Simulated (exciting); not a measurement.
Consider KLuO2, space group R-3m.

```cif
data_structure
_symmetry_space_group_name_H-M 'P 1'
_symmetry_Int_Tables_number 1
_cell_length_a 6.4571
_cell_length_b 6.4571
_cell_length_c 6.4571
_cell_angle_alpha 30.046
_cell_angle_beta 30.046
_cell_angle_gamma 30.046
_cell_volume 59.79
loop_
_atom_site_label
_atom_site_type_symbol
_atom_site_fract_x
_atom_site_fract_y
_atom_site_fract_z
_atom_site_occupancy
Lu1 Lu 0.50000 0.50000 0.50000 1
K2 K 0.00000 0.00000 0.00000 1
O3 O 0.77267 0.77267 0.77267 1
O4 O 0.22733 0.22733 0.22733 1
```

Absorber: atom 3, with 3 Lu at 2.23 Å and 3 K at 2.75 Å (distorted octahedral, site symmetry 3m). Method: exciting, all-electron LAPW+lo, LDA, exchange and screened direct term (singlet BSE), 3×3×3 shifted k points, 32 conduction bands, |G+q| up to 3 bohr⁻¹, full RPA screening with nempty = 56, Lorentzian half width 0.45 eV.

**Question.** What does the O K spectrum look like, and is there a bound core exciton?

Bound core exciton? Yes on this mesh: the first bright state (over 5 % of the brightest) lies at -0.93 eV from the Kohn–Sham onset and at -1.16 eV from the lowest bare transition of its own mesh. Maxima (height): 0.0 eV (1.00), 5.0 eV (0.70), 8.0 eV (0.33), 13.4 eV (0.19), 17.7 eV (0.22) and 22.3 eV (0.20).

Energy from the Kohn–Sham onset, core level to the lowest empty state found on the meshes used; Im ε in relative units:

```csv
E (eV),Im ε
-4.5,0.03
-4.0,0.03
-3.5,0.04
-3.0,0.05
-2.5,0.07
-2.0,0.11
-1.5,0.21
-1.0,0.47
-0.5,0.73
0.0,1.00
0.5,0.96
1.0,0.81
1.5,0.60
2.0,0.51
2.5,0.45
3.0,0.39
3.5,0.40
4.0,0.45
4.5,0.56
5.0,0.69
5.5,0.69
6.0,0.61
6.5,0.45
7.0,0.34
7.5,0.30
8.0,0.33
8.5,0.30
9.0,0.25
9.5,0.19
10.0,0.16
10.5,0.15
11.0,0.15
11.5,0.15
12.0,0.16
12.5,0.17
13.0,0.18
13.5,0.18
14.0,0.14
14.5,0.10
15.0,0.10
15.5,0.10
16.0,0.12
16.5,0.15
17.0,0.18
17.5,0.21
18.0,0.21
18.5,0.18
19.0,0.17
19.5,0.18
20.0,0.19
20.5,0.19
21.0,0.19
21.5,0.19
22.0,0.20
22.5,0.20
23.0,0.19
23.5,0.18
24.0,0.17
```

With 27 k points the binding energies are rough, and fine structure above the first lines is partly noise of the mesh. The kernel cutoff is low for a compact core orbital, so the effect of exchange is a lower bound. The zero comes from the unshifted 4×4×4 ground-state mesh; it is exact only where the band minimum lies on that mesh. The Kohn–Sham onset, 503 eV, is no photon energy: the scale needs a rigid shift. No quasiparticle correction widens the gap or stretches the bands. Vibrations and energy-dependent lifetimes are left out. The structure is a Materials Project entry, computed there, and may be a hypothetical form.

[Banner, clock and machine lines of the logs are left out without a mark of their own.]

[Logs are printed without paths, hosts, clocks, repeated set-up lines and the standing remarks that a program may print on its own settings, such as how far it seeks lower states.]

[Hosts, paths, dates, database ids (printed as entryN), source tags and the programs' standing remarks are cut or masked in the printed files.]
